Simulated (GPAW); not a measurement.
# WS2 (Tungstenite): optical spectrum from first principles, part 2 of 2

Wanted: where WS2 (Tungstenite) starts to absorb, how strongly, and its refractive index. The cell comes from an older database entry, whose edges can differ from later determinations, mostly by under a per cent.

GPAW 26.7.0; DFT, LDA, plane-wave PAW (GPAW data sets), scalar-relativistic, RPA, optical limit.

So far. Step 2 (Ground state): There is a gap, 1.07 eV on this mesh (points off the mesh can give less), so no carriers' term is needed.

The database entry behind the starting cell differs from later determinations by our own check (an axis about 1.4 % long against later determinations), so it need not match the best structure at ambient conditions.

## Step 4: Dielectric function, RPA (continued)

Values under the direct gap are tails of Lorentzian lines. The Im ε by photon energy; read off at these points:

```csv
photon energy (eV),E ∥ x,E ∥ z
0.00,0,0
0.50,0.151,0.0269
1.00,0.388,0.0624
1.50,1.23,0.126
2.00,3.21,0.313
2.50,11.9,1.96
3.00,15.5,3.57
3.34,16.1,2.93
3.50,15.6,2.77
4.00,12.6,2.40
4.50,13.2,2.29
4.61,13.6,2.15
5.00,11.5,2.30
5.50,8.66,2.17
6.00,9.19,2.44
6.50,7.27,2.63
7.00,6.38,2.88
7.50,5.33,3.29
8.00,4.11,3.64
8.50,4.24,4.32
9.00,3.58,5.23
9.50,3.86,6.04
10.00,3.42,5.73
10.50,3.16,5.14
11.00,3.55,5.74
11.50,3.07,7.60
12.00,2.62,5.37
12.50,2.23,3.51
13.00,2.09,2.66
13.50,1.85,2.04
```

Table of Re ε by photon energy:

```csv
photon energy (eV),E ∥ x,E ∥ z
0.0,12.7,5.44
0.5,12.9,5.49
1.0,13.7,5.63
1.5,15.8,5.93
2.0,16.8,6.56
2.5,18.0,7.95
3.0,12.7,5.63
3.5,6.81,4.48
4.0,4.66,4.36
4.5,3.95,4.31
5.0,0.111,4.40
5.5,0.139,4.47
6.0,-0.689,4.54
6.5,-1.66,4.64
7.0,-1.60,4.57
7.5,-2.11,4.61
8.0,-1.30,4.81
8.5,-0.777,4.71
9.0,-0.377,4.33
9.5,-0.858,3.32
10.0,-0.836,1.90
10.5,-0.461,2.16
11.0,-0.586,1.98
11.5,-1.08,-0.0783
12.0,-1.37,-2.12
12.5,-1.12,-1.91
13.0,-0.967,-1.41
13.5,-1.19,-1.02
```

The Im ε, E ∥ x has structure finer than the step of the table below, so its rows give means over 0.5 eV, whole bins alone (the curve runs from 0 to 14.0 eV). Peaks (eV: height): without local fields 2.94: 16.6, 4.61: 14.4; with local fields 3.34: 16.1.

Values under the direct gap are tails of Lorentzian lines. Im ε, E ∥ x against photon energy; means over each step:

```csv
photon energy (eV),without local fields,with local fields
0.5,0.171,0.154
1.0,0.453,0.404
1.5,1.72,1.50
2.0,4.47,3.76
2.5,13.2,10.9
3.0,15.8,14.9
3.5,14.3,15.4
4.0,12.2,12.9
4.5,13.3,12.8
5.0,12.1,11.5
5.5,9.78,9.00
6.0,9.88,8.98
6.5,8.14,7.41
7.0,6.64,6.33
7.5,5.38,5.22
8.0,4.38,4.13
8.5,4.30,4.07
9.0,4.00,3.73
9.5,4.25,3.81
10.0,4.03,3.36
10.5,3.98,3.20
11.0,4.23,3.48
11.5,3.76,3.14
12.0,3.11,2.67
12.5,2.68,2.23
13.0,2.52,2.11
13.5,2.23,1.86
```

The reflectivity at normal incidence has structure finer than the step of the table below, so its rows give means over 0.5 eV, whole bins alone (the curve runs from 0 to 14.0 eV). Peaks (eV: height): E ∥ x 3.43: 44.9, 4.65: 44.7, 6.12: 43.1, 7.55: 43.0, 8.64: 35.1, 11.94: 38.1, 13.51: 38.7; E ∥ z 2.59: 24.1, 12.10: 43.5.

Table of reflectivity at normal incidence by photon energy; means over each step:

```csv
photon energy (eV),E ∥ x (%),E ∥ z (%)
0.5,31.9,16.1
1.0,33.1,16.6
1.5,35.8,17.5
2.0,38.3,19.4
2.5,43.1,23.0
3.0,44.1,21.2
3.5,44.3,17.3
4.0,41.8,16.2
4.5,42.6,15.6
5.0,44.1,15.7
5.5,40.6,15.9
6.0,42.0,16.6
6.5,42.4,17.4
7.0,41.4,17.9
7.5,41.9,19.0
8.0,36.7,20.4
8.5,33.7,22.1
9.0,30.8,24.5
9.5,33.0,26.8
10.0,31.9,27.2
10.5,29.1,25.6
11.0,31.0,28.1
11.5,34.7,37.0
12.0,37.4,41.9
12.5,35.5,41.6
13.0,33.6,38.8
13.5,36.7,33.8
```

Table of refractive index n and extinction k by photon energy:

```csv
photon energy (eV),"n, E ∥ x","k, E ∥ x","n, E ∥ z","k, E ∥ z"
0.0,3.56,0,2.33,0
0.5,3.59,0.0210,2.34,0.00575
1.0,3.71,0.0523,2.37,0.0131
1.5,3.97,0.154,2.43,0.0259
2.0,4.12,0.390,2.56,0.0611
2.5,4.45,1.34,2.84,0.344
3.0,4.04,1.92,2.48,0.720
3.5,3.46,2.26,2.21,0.627
4.0,3.01,2.10,2.16,0.555
4.5,2.98,2.22,2.14,0.533
5.0,2.41,2.39,2.16,0.532
5.5,2.10,2.06,2.17,0.500
6.0,2.07,2.23,2.20,0.553
6.5,1.70,2.14,2.23,0.590
7.0,1.58,2.02,2.23,0.646
7.5,1.35,1.98,2.27,0.725
8.0,1.23,1.68,2.33,0.782
8.5,1.33,1.60,2.36,0.916
9.0,1.27,1.41,2.36,1.11
9.5,1.24,1.55,2.26,1.34
10.0,1.16,1.48,1.99,1.44
10.5,1.17,1.35,1.97,1.31
11.0,1.23,1.45,2.01,1.43
11.5,1.04,1.47,1.94,1.96
12.0,0.890,1.47,1.35,1.99
12.5,0.831,1.34,1.02,1.72
13.0,0.817,1.28,0.894,1.49
13.5,0.709,1.30,0.795,1.29
```

From ε follow the optical constants at some laser and lamp lines:

```csv
wavelength (nm),n x,k x,R (%) x,1/α x,n z,k z,R (%) z,1/α z
1550,3.65,0.037,32.5,3.3 µm,2.36,0.010,16.4,13 µm
800,4.02,0.184,36.2,346 nm,2.44,0.028,17.6,2.3 µm
532,4.63,0.902,43.0,47 nm,2.74,0.166,21.7,254 nm
450,4.26,1.531,43.2,23 nm,2.64,0.679,23.0,53 nm
405,3.94,1.940,44.0,17 nm,2.43,0.739,21.1,44 nm
248,2.41,2.389,44.4,8.3 nm,2.16,0.532,15.9,37 nm
193,1.75,2.176,43.1,7.1 nm,2.23,0.587,17.3,26 nm
```

Below the direct gap, k and the depth come from the tails of the Lorentzian lines, not from transitions.

Rows near the edge hang on the gap, which this functional as a rule makes too small, and phonon-assisted absorption is left out.

## Step 5: Results

```json
{
  "electronic dielectric constant ε∞, mean over x, y and z (by symmetry where fewer were run) (RPA)": "10.3",
  "main peak of Im epsilon, first axis": "3.34 eV"
}
```

At this level (LDA, RPA) WS2 has a mean ε∞ = 10.3 and n = 3.65 at 1550 nm (E ∥ x), and Im ε peaks at 3.3 eV (E ∥ x). On the mesh the gap is 0.97 eV and the least direct gap 1.72 eV, so on this mesh the band edges lie at different points. Local fields change the static value along x from 13.43 to 12.65 (-6 %). Distinct maxima of Im ε, read by a parabola through the highest points, lie at 3.34 eV (16), 4.59 eV (14) and 5.90 eV (9.4) for E ∥ x. The static values by axis are 12.65 (x), 5.44 (z). Excitons and phonon-assisted transitions are missing; LDA gaps are as a rule too small, which pulls the onset down and ε∞ up. Spin-orbit coupling is left out although heavy atoms are present. The sum runs over mesh points, so small or evenly spaced maxima can still be ripples of the mesh. In this version of GPAW the matrix elements of the optical limit are incomplete, which can lower ε − 1 by up to a tenth where first-row anions or d states rule, and shift it by more in d metals.

[Machine, clock and banner lines and Python warnings are left out of the logs.]

[Logs are printed without paths, hosts, clocks, repeated set-up lines and the standing remarks that a program may print on its own settings, such as how far it seeks lower states.]

[Hosts, paths, dates, database ids (printed as entryN), source tags and the programs' standing remarks are cut or masked in the printed files.]
